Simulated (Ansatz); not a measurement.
# (SiC)2(MgO)2 [0001] superlattice, started as wurtzite: a soft mode frozen in, part 2 of 3

Aim: this structure of (SiC)2(MgO)2 [0001] superlattice, started as wurtzite is to be tested for unstable modes, and one is followed downhill.

Ansatz 0.2.0; DFT PBE, scalar-relativistic, plane waves, PAW.

So far. Step 4 (The mode frozen in, largest atomic shift 0.08 Å): The run ends at a pressure of 0.26 GPa, with forces up to 0.12 eV/Å. Step 5 (Energy along the mode, all amplitudes (two of the runs …): The lowest of the steps tried is at 0.08 Å, 0.393 meV/atom below the parent; the bottom of the well need not coincide with a step.

The structure was built from a prototype and need not be the compound's stable phase.

### Step 6. Relaxation from the frozen mode

Starting from the lowest point found, all atoms and the cell are let go, so that strain and other modes of the same symmetry can join in.

File input.yaml:

```yaml
crystal:
  lattice:
    - [3.243695355, 0.0, 0.0]
    - [-1.6218476775, 2.8091225796, 0.0]
    - [0.0, 0.0, 10.7126345066]
  atoms:
    - { symbol: C, position: [0.3317668928, 0.6682331072, 0.1797329674] }
    - { symbol: C, position: [0.6682059131, 0.3317940869, 0.4135703993] }
    - { symbol: Mg, position: [0.3348270073, 0.6651729927, 0.5050103588] }
    - { symbol: Mg, position: [0.6692154026, 0.3307845974, 0.7501083336] }
    - { symbol: O, position: [0.335892611, 0.664107389, 0.6960118332] }
    - { symbol: O, position: [0.6809059883, 0.3190940117, 0.9523989526] }
    - { symbol: Si, position: [0.3211838294, 0.6788161706, 0.008125332] }
    - { symbol: Si, position: [0.6657599151, 0.3342400849, 0.245041823] }
kpoints:
  mp_grid: { grid: [12, 12, 4] }
hamiltonian:
  xc: pbe
scf:
  occupations: { method: methfessel_paxton, width: 0.2 }
output:
  forces: true
  stress: true
  eigenvalues: true
relax:
  adjacent_minimum: "off"
  f_tol: 0.002
  max_steps: 120
  cell: { stress_tol: 0.03 }
```

Started as:

```
$ ansatz run input.yaml --threads 8 --pin off --max-ram 14336MiB --backend cpu --events-out ev --progress --plain --runs-dir out
```

Numbers of over 12 decimals in the logs are rounded to 6 here.

What it wrote:

```text
[...]
Crystal: 8 atoms, lattice volume = 97.613 Å³
Basis set: ecut = 420 eV, 1931 PW (Γ), exchange–correlation on 48×48×144 points (8 copies of the dense FFT grid, shifted against one another)
Bands: 32, of which v1, the nominal top of the filled ones, is band 24 counted from 1 (23 counted from 0)
Symmetry: 2 space group operations
[...]
k-points: 164 of 576 (time reversal used)
[...]
SCF iter   1: F=—  HF=-6756.134328 eV  |F-HF|=—  |Δ(HF+E_count)|=         —  Δρ=5.54e-3  dr2=8.28e-2  ethr=1.77e-3  ⟨swp⟩=6.3  Hψ=24349  notcnv=0
[...]
SCF iter  10: F=-6756.119486 eV  HF=-6756.119486 eV  |F-HF|=1.80e-8  |Δ(HF+E_count)|=   7.77e-8  S|Δr|=    0.00e0  Δρ=4.74e-6  dr2=4.29e-8  ethr=2.08e-10  ⟨swp⟩=8.5  Hψ=26214  notcnv=0
SCF 1 converged in 10 iterations: F = -6756.119486 eV  dr2 = 4.29e-8
[...]
relax step   1: F+E_penalty+E_count = -6756.11948581 eV  Δ(F+E_penalty+E_count) = +0.000e0 eV  max|allowed force component| = 1.231e-1 eV/Å  Δτ_max = 0.0000 Å  P = +0.262 GPa  Ω = 97.613 Å³  (10 SCF iters, dr2 threshold 1.00e-7 eV, accepted)
Crystal: 8 atoms, lattice volume = 97.731 Å³
Basis set: ecut = 420 eV, 1935 PW (Γ), exchange–correlation on 48×48×144 points (8 copies of the dense FFT grid, shifted against one another)
[...]
iter 1 solved again at ethr=4.11e-6 eV; its pass at ethr=3.10e-3 eV (dr2=1.97e-3 eV) is discarded
[...]
SCF iter   5: F=-6756.121177 eV  HF=-6756.121178 eV  |F-HF|=6.36e-7  |Δ(HF+E_count)|=   4.26e-8  S|Δr|=    0.00e0  Δρ=1.05e-5  dr2=7.66e-7  ethr=1.67e-9  ⟨swp⟩=5.7  Hψ=21946  notcnv=0
SCF 2 converged in 5 iterations: F = -6756.121177 eV  dr2 = 7.66e-7
relax step   2: F+E_penalty+E_count = -6756.12117740 eV  Δ(F+E_penalty+E_count) = -1.692e-3 eV  max|allowed force component| = 6.813e-2 eV/Å  Δτ_max = 0.0125 Å  P = +0.126 GPa  Ω = 97.731 Å³  energy of the carried Pulay correction = -2.536e-4 eV  (5 SCF iters, dr2 threshold 8.00e-7 eV, accepted)
Crystal: 8 atoms, lattice volume = 97.879 Å³
Basis set: ecut = 420 eV, 1939 PW (Γ), exchange–correlation on 48×48×144 points (8 copies of the dense FFT grid, shifted against one another)
[...]
SCF iter   8: F=-6756.122001 eV  HF=-6756.122001 eV  |F-HF|=9.20e-8  |Δ(HF+E_count)|=   7.63e-8  S|Δr|=    0.00e0  Δρ=3.39e-6  dr2=1.05e-7  ethr=6.04e-10  ⟨swp⟩=4.5  Hψ=17202  notcnv=0
SCF 3 converged in 8 iterations: F = -6756.122001 eV  dr2 = 1.05e-7
relax step   3: F+E_penalty+E_count = -6756.12200076 eV  Δ(F+E_penalty+E_count) = -8.234e-4 eV  max|allowed force component| = 4.960e-2 eV/Å  Δτ_max = 0.0146 Å  P = -0.061 GPa  Ω = 97.879 Å³  energy of the carried Pulay correction = -5.687e-4 eV  (8 SCF iters, dr2 threshold 2.90e-7 eV, accepted)
[... from here on, the SCF cycles and remarks between the steps are left out ...]
relax step   4: F+E_penalty+E_count = -6756.12326643 eV  Δ(F+E_penalty+E_count) = -1.266e-3 eV  max|allowed force component| = 6.062e-2 eV/Å  Δτ_max = 0.0204 Å  P = -0.106 GPa  Ω = 97.999 Å³  energy of the carried Pulay correction = -8.255e-4 eV  (8 SCF iters, dr2 threshold 1.54e-7 eV, accepted)
relax step   5: F+E_penalty+E_count = -6756.13115306 eV  Δ(F+E_penalty+E_count) = -7.887e-3 eV  max|allowed force component| = 2.075e-1 eV/Å  Δτ_max = 0.1950 Å  P = -0.135 GPa  Ω = 99.023 Å³  energy of the carried Pulay correction = -2.999e-3 eV  (10 SCF iters, dr2 threshold 2.59e-7 eV, accepted)
relax step   6: F+E_penalty+E_count = -6756.13609690 eV  Δ(F+E_penalty+E_count) = -4.944e-3 eV  max|allowed force component| = 1.955e-1 eV/Å  Δτ_max = 0.0685 Å  P = -0.238 GPa  Ω = 99.376 Å³  energy of the carried Pulay correction = -3.743e-3 eV  (8 SCF iters, dr2 threshold 8.00e-7 eV, accepted)
relax step   7: F+E_penalty+E_count = -6756.14453328 eV  Δ(F+E_penalty+E_count) = -8.436e-3 eV  max|allowed force component| = 2.517e-1 eV/Å  Δτ_max = 0.0739 Å  P = -0.024 GPa  Ω = 100.034 Å³  energy of the carried Pulay correction = -5.122e-3 eV  (9 SCF iters, dr2 threshold 8.00e-7 eV, accepted)
relax step   8: F+E_penalty+E_count = -6756.14271740 eV  Δ(F+E_penalty+E_count) = +1.816e-3 eV  max|allowed force component| = 5.815e-1 eV/Å  Δτ_max = 0.1211 Å  P = -0.697 GPa  Ω = 100.306 Å³  energy of the carried Pulay correction = -5.690e-3 eV  (9 SCF iters, dr2 threshold 8.00e-7 eV, rejected (line search))
relax step   9: F+E_penalty+E_count = -6756.15500344 eV  Δ(F+E_penalty+E_count) = -1.047e-2 eV  max|allowed force component| = 1.737e-1 eV/Å  Δτ_max = 0.0579 Å  P = +0.257 GPa  Ω = 99.447 Å³  energy of the carried Pulay correction = -3.892e-3 eV  (14 SCF iters, accepted)
relax step  10: F+E_penalty+E_count = -6756.15960253 eV  Δ(F+E_penalty+E_count) = -4.599e-3 eV  max|allowed force component| = 1.078e-1 eV/Å  Δτ_max = 0.0846 Å  P = +0.085 GPa  Ω = 99.795 Å³  energy of the carried Pulay correction = -4.622e-3 eV  (7 SCF iters, dr2 threshold 8.00e-7 eV, accepted)
relax step  11: F+E_penalty+E_count = -6756.15723519 eV  Δ(F+E_penalty+E_count) = +2.367e-3 eV  max|allowed force component| = 6.360e-1 eV/Å  Δτ_max = 0.1475 Å  P = -0.929 GPa  Ω = 100.244 Å³  energy of the carried Pulay correction = -5.562e-3 eV  (9 SCF iters, dr2 threshold 7.26e-7 eV, rejected (line search))
relax step  12: F+E_penalty+E_count = -6756.16821682 eV  Δ(F+E_penalty+E_count) = -8.614e-3 eV  max|allowed force component| = 6.464e-2 eV/Å  Δτ_max = 0.0738 Å  P = -0.093 GPa  Ω = 99.865 Å³  energy of the carried Pulay correction = -4.770e-3 eV  (13 SCF iters, accepted)
relax step  13: F+E_penalty+E_count = -6756.17846993 eV  Δ(F+E_penalty+E_count) = -1.025e-2 eV  max|allowed force component| = 1.493e-1 eV/Å  Δτ_max = 0.0733 Å  P = -0.225 GPa  Ω = 99.708 Å³  energy of the carried Pulay correction = -4.439e-3 eV  (8 SCF iters, dr2 threshold 4.77e-7 eV, accepted)
relax step  14: F+E_penalty+E_count = -6756.18838470 eV  Δ(F+E_penalty+E_count) = -9.915e-3 eV  max|allowed force component| = 2.705e-1 eV/Å  Δτ_max = 0.1090 Å  P = -0.190 GPa  Ω = 99.126 Å³  energy of the carried Pulay correction = -3.217e-3 eV  (8 SCF iters, dr2 threshold 8.00e-7 eV, accepted)
relax step  15: F+E_penalty+E_count = -6756.19710631 eV  Δ(F+E_penalty+E_count) = -8.722e-3 eV  max|allowed force component| = 2.012e-1 eV/Å  Δτ_max = 0.0414 Å  P = +0.065 GPa  Ω = 98.653 Å³  energy of the carried Pulay correction = -2.217e-3 eV  (8 SCF iters, dr2 threshold 8.00e-7 eV, accepted)
relax step  16: F+E_penalty+E_count = -6756.22040121 eV  Δ(F+E_penalty+E_count) = -2.329e-2 eV  max|allowed force component| = 2.202e-1 eV/Å  Δτ_max = 0.1864 Å  P = +0.284 GPa  Ω = 97.190 Å³  energy of the carried Pulay correction = +9.075e-4 eV  (10 SCF iters, dr2 threshold 8.00e-7 eV, accepted)
relax step  17: F+E_penalty+E_count = -6756.14722090 eV  Δ(F+E_penalty+E_count) = +7.318e-2 eV  max|allowed force component| = 7.392e-1 eV/Å  Δτ_max = 0.1909 Å  P = +2.336 GPa  Ω = 95.628 Å³  energy of the carried Pulay correction = +4.295e-3 eV  (10 SCF iters, dr2 threshold 8.00e-7 eV, rejected (line search))
relax step  18: F+E_penalty+E_count = -6756.21304535 eV  Δ(F+E_penalty+E_count) = +7.356e-3 eV  max|allowed force component| = 6.401e-1 eV/Å  Δτ_max = 0.0734 Å  P = -0.717 GPa  Ω = 97.366 Å³  energy of the carried Pulay correction = +5.291e-4 eV  (14 SCF iters, rejected (line search))
relax step  19: F+E_penalty+E_count = -6756.23423881 eV  Δ(F+E_penalty+E_count) = -1.384e-2 eV  max|allowed force component| = 6.807e-2 eV/Å  Δτ_max = 0.0347 Å  P = +0.037 GPa  Ω = 97.191 Å³  energy of the carried Pulay correction = +9.056e-4 eV  (14 SCF iters, accepted)
relax step  20: F+E_penalty+E_count = -6756.23872415 eV  Δ(F+E_penalty+E_count) = -4.485e-3 eV  max|allowed force component| = 5.075e-2 eV/Å  Δτ_max = 0.0515 Å  P = -0.033 GPa  Ω = 97.030 Å³  energy of the carried Pulay correction = +1.252e-3 eV  (9 SCF iters, dr2 threshold 4.23e-7 eV, accepted)
relax step  21: F+E_penalty+E_count = -6756.23918731 eV  Δ(F+E_penalty+E_count) = -4.632e-4 eV  max|allowed force component| = 1.630e-2 eV/Å  Δτ_max = 0.0081 Å  P = +0.010 GPa  Ω = 97.024 Å³  energy of the carried Pulay correction = +1.265e-3 eV  (7 SCF iters, dr2 threshold 2.92e-7 eV, accepted)
relax step  22: F+E_penalty+E_count = -6756.23922252 eV  Δ(F+E_penalty+E_count) = -3.521e-5 eV  max|allowed force component| = 3.496e-3 eV/Å  Δτ_max = 0.0015 Å  P = +0.016 GPa  Ω = 97.015 Å³  energy of the carried Pulay correction = +1.286e-3 eV  (5 SCF iters, dr2 threshold 1.66e-8 eV, accepted)
relax step  23: F+E_penalty+E_count = -6756.23920124 eV  Δ(F+E_penalty+E_count) = +2.128e-5 eV  max|allowed force component| = 1.173e-3 eV/Å  Δτ_max = 0.0006 Å  P = +0.000 GPa  Ω = 97.025 Å³  energy of the carried Pulay correction = +1.263e-3 eV  (8 SCF iters, dr2 threshold 7.64e-10 eV, accepted)
relax step  24: F+E_penalty+E_count = -6756.25883598 eV  Δ(F+E_penalty+E_count) = -1.963e-2 eV  max|allowed force component| = 1.794e-3 eV/Å  Δτ_max = 0.0000 Å  P = +0.248 GPa  Ω = 97.025 Å³  stress off target by 7.83e-1 GPa  SCF on the basis re-selected at this cell (its energy is not comparable with the rows above)  (7 SCF iters)
relax step  25: F+E_penalty+E_count = -6756.26008099 eV  Δ(F+E_penalty+E_count) = -1.245e-3 eV  max|allowed force component| = 1.149e-2 eV/Å  Δτ_max = 0.0172 Å  P = +0.013 GPa  Ω = 97.210 Å³  energy of the carried Pulay correction = -4.030e-4 eV  (5 SCF iters, dr2 threshold 8.00e-7 eV, accepted)
relax step  26: F+E_penalty+E_count = -6756.26013196 eV  Δ(F+E_penalty+E_count) = -5.096e-5 eV  max|allowed force component| = 2.347e-3 eV/Å  Δτ_max = 0.0018 Å  P = +0.001 GPa  Ω = 97.219 Å³  energy of the carried Pulay correction = -4.218e-4 eV  (6 SCF iters, dr2 threshold 3.13e-8 eV, accepted)
relax step  27: F+E_penalty+E_count = -6756.26013184 eV  Δ(F+E_penalty+E_count) = +1.182e-7 eV  max|allowed force component| = 3.263e-4 eV/Å  Δτ_max = 0.0003 Å  P = -0.001 GPa  Ω = 97.220 Å³  energy of the carried Pulay correction = -4.227e-4 eV  (8 SCF iters, dr2 threshold 3.44e-10 eV, accepted)
relax step  28: F+E_penalty+E_count = -6756.26063497 eV  Δ(F+E_penalty+E_count) = -5.031e-4 eV  max|allowed force component| = 3.507e-4 eV/Å  Δτ_max = 0.0000 Å  P = +0.008 GPa  Ω = 97.220 Å³  stress off target by 3.85e-2 GPa  SCF on the basis re-selected at this cell (its energy is not comparable with the rows above)  (6 SCF iters)
relax step  29: F+E_penalty+E_count = -6756.26062670 eV  Δ(F+E_penalty+E_count) = +8.267e-6 eV  max|allowed force component| = 1.244e-4 eV/Å  Δτ_max = 0.0007 Å  P = +0.000 GPa  Ω = 97.226 Å³  energy of the carried Pulay correction = -1.378e-5 eV  (5 SCF iters, dr2 threshold 3.70e-9 eV, accepted)
[...]
SCF iter   8: F=-6756.260647 eV  HF=-6756.260647 eV  |F-HF|=2.73e-12  |Δ(HF+E_count)|=  7.28e-12  S|Δr|=    0.00e0  Δρ=1.06e-7  dr2=9.29e-12  ethr=1.00e-12  ⟨swp⟩=5.0  Hψ=20330  notcnv=0
SCF 30 converged in 8 iterations: F = -6756.260647 eV  dr2 = 9.29e-12
relax step  30: F+E_penalty+E_count = -6756.26064690 eV  Δ(F+E_penalty+E_count) = -2.019e-5 eV  max|allowed force component| = 1.191e-4 eV/Å  Δτ_max = 0.0000 Å  P = +0.000 GPa  Ω = 97.226 Å³  stress off target by 4.80e-3 GPa  SCF on the basis re-selected at this cell (its energy is not comparable with the rows above)  (8 SCF iters)
[...]
SCF converged after 8 iterations
[...]
Free energy (F): -6756.260647 eV
[...]
Internal energy: -6756.265006 eV  (E = F + TS)
E sigma→0 (E₀):  -6756.261737 eV
Entropy (-TS):   0.004359 eV (0.545 meV/atom)
Fermi energy:    8.350269 eV
[...]
--- Forces (eV/Å), atoms counted from 1 ---
  atom   1  C      0.00002310    -0.00001334    -0.00002177
  atom   2  C      0.00004207    -0.00002429     0.00000635
  atom   3  Mg     0.00004601    -0.00002657    -0.00006890
  atom   4  Mg     0.00000472    -0.00000272     0.00007649
  atom   5  O      0.00002137    -0.00001234    -0.00002315
  atom   6  O     -0.00005486     0.00003168    -0.00004837
  atom   7  Si    -0.00006808     0.00003931    -0.00000396
  atom   8  Si    -0.00001118     0.00000645     0.00012421
  max |Σ_I F_I| component: 4.09e-5 eV/Å
--- Stress (GPa, compression-positive) ---
        0.002385      -0.003814      -0.000814
       -0.003814      -0.002019       0.000470
       -0.000814       0.000470       0.000601
  P = ⅓ Tr σ = 0.0003 GPa (0.003 kbar)
--- Band table (eV; the first three rows and the last of 164) ---
  k-point 0: bands = [... 20 lower, 6.3634, 6.3649, 6.5491, 9.1948, 9.1962, 10.3306, 11.4187, 12.9430, ... 4 higher]
  k-point 1: bands = [... 20 lower, 6.3634, 6.3649, 6.7884, 9.1945, 9.1959, 10.1830, 11.4371, 13.0041, ... 4 higher]
  k-point 2: bands = [... 20 lower, 6.3634, 6.3649, 6.9817, 9.1944, 9.1957, 10.0415, 11.4500, 13.0052, ... 4 higher]
  k-point 163: bands = [... 20 lower, 4.9387, 5.4288, 5.7423, 7.8880, 8.4400, 10.4325, 11.4117, 11.8638, ... 4 higher]
--- Relaxed structure (27 steps of the walk, 23 accepted, 3 SCFs on fresh bases) ---
  F+E_penalty+E_count = -6756.26064690 eV   max|allowed force component| = 1.191e-4 eV/Å   (the final SCF, on the basis selected at the relaxed cell)
  cell:  # Å, volume = 97.2259 Å³
    - [3.237263, 0.00569173, -0.245588]
    - [-1.613702, 2.806398, 0.245588]
    - [-0.811081, 0.468278, 10.773066]
  atoms:
    - { symbol: C, position: [0.237366, 0.762634, 0.177941] }
    - { symbol: C, position: [0.648725, 0.351275, 0.411954] }
    - { symbol: Mg, position: [0.346806, 0.653194, 0.506361] }
    - { symbol: Mg, position: [0.762452, 0.237548, 0.753187] }
    - { symbol: O, position: [0.410185, 0.589815, 0.696472] }
    - { symbol: O, position: [0.830345, 0.169655, 0.956846] }
    - { symbol: Si, position: [0.179890, 0.820110, 0.00544767] }
    - { symbol: Si, position: [0.591989, 0.408011, 0.241792] }
```

Run time: 2.8 min. Hardware: 8 threads of Arm Neoverse V2, shared host; peak memory 0.79 GiB; 21 min of CPU time.

Relaxation path (22 of 30):

```tsv
step	energy less that of the first step (eV)	largest force component (eV/Å)	pressure (GPa)	volume (Å³)
1	0.0000	0.1231	0.26	97.61
2	-0.0017	0.0681	0.13	97.73
4	-0.0038	0.0606	-0.11	98.00
5	-0.0117	0.2075	-0.14	99.02
7	-0.0250	0.2517	-0.02	100.03
8	-0.0232	0.5815	-0.70	100.31
9	-0.0355	0.1737	0.26	99.45
11	-0.0377	0.6360	-0.93	100.24
12	-0.0487	0.0646	-0.09	99.87
13	-0.0590	0.1494	-0.22	99.71
15	-0.0776	0.2012	0.07	98.65
16	-0.1009	0.2202	0.28	97.19
18	-0.0936	0.6401	-0.72	97.37
19	-0.1148	0.0681	0.04	97.19
20	-0.1192	0.0508	-0.03	97.03
22	-0.1197	0.0035	0.02	97.01
23	-0.1197	0.0012	0.00	97.03
24*	-0.1394	0.0018	0.25	97.03
26	-0.1406	0.0023	0.00	97.22
27	-0.1406	0.0003	0.00	97.22
29	-0.1411	0.0001	0.00	97.23
30*	-0.1412	0.0001	0.00	97.23
```

Relaxation steps marked * repeat the geometry before them on a plane-wave basis chosen anew for their cell, so energy and pressure can jump there. Other such steps can lie between the rows shown. Relaxation steps 8, 11, 17, 18 were tried and not accepted.

The run keeps the 2 symmetry operations that it works with, so distortions that break them were not tested.

```tsv
cell as run	before	after	change
a (Å)	3.244	3.247	+0.1 %
b (Å)	3.244	3.247	+0.1 %
c (Å)	10.713	10.814	+0.9 %
α (°)	90.00	81.37	-9.6 %
β (°)	90.00	98.63	+9.6 %
γ (°)	120.00	119.99	-0.0 %
volume (Å³/atom)	12.20	12.15	-0.4 %
```

The atoms that moved most (Å, as changes of fractional coordinates times the final cell):

```tsv
atom	dx	dy	dz	length
O6	0.721	-0.416	-0.025	0.833
Si7	-0.683	0.394	0.041	0.790
C1	-0.456	0.264	0.027	0.528
Mg4	0.450	-0.260	-0.013	0.520
O5	0.360	-0.208	-0.032	0.417
Si8	-0.355	0.205	0.001	0.410
C2	-0.093	0.054	-0.008	0.108
Mg3	0.057	-0.033	0.009	0.066
```

Final coordinates:

```cif
data_structure
_symmetry_space_group_name_H-M 'P 1'
_symmetry_Int_Tables_number 1
_cell_length_a 3.2466
_cell_length_b 3.2466
_cell_length_c 10.8137
_cell_angle_alpha 81.369
_cell_angle_beta 98.631
_cell_angle_gamma 119.989
_cell_volume 97.23
loop_
_atom_site_label
_atom_site_type_symbol
_atom_site_fract_x
_atom_site_fract_y
_atom_site_fract_z
_atom_site_occupancy
C1 C 0.23737 0.76263 0.17794 1
C2 C 0.64872 0.35128 0.41195 1
Mg3 Mg 0.34681 0.65319 0.50636 1
Mg4 Mg 0.76245 0.23755 0.75319 1
O5 O 0.41018 0.58982 0.69647 1
O6 O 0.83035 0.16965 0.95685 1
Si7 Si 0.17989 0.82011 0.00545 1
Si8 Si 0.59199 0.40801 0.24179 1
```

This step gave:

```yaml
pressure: 3.22e-4 GPa
volume_per_atom: 12.15 Å³
```

The distorted start has space group Cm; the relaxation ends in R3m.

(Part 2 of 3 ends here.)

[Logs are printed without paths, hosts, clocks, repeated set-up lines and the standing remarks that a program may print on its own settings, such as how far it seeks lower states.]

[Hosts, paths, dates, database ids (printed as entryN), source tags and the programs' standing remarks are cut or masked in the printed files.]
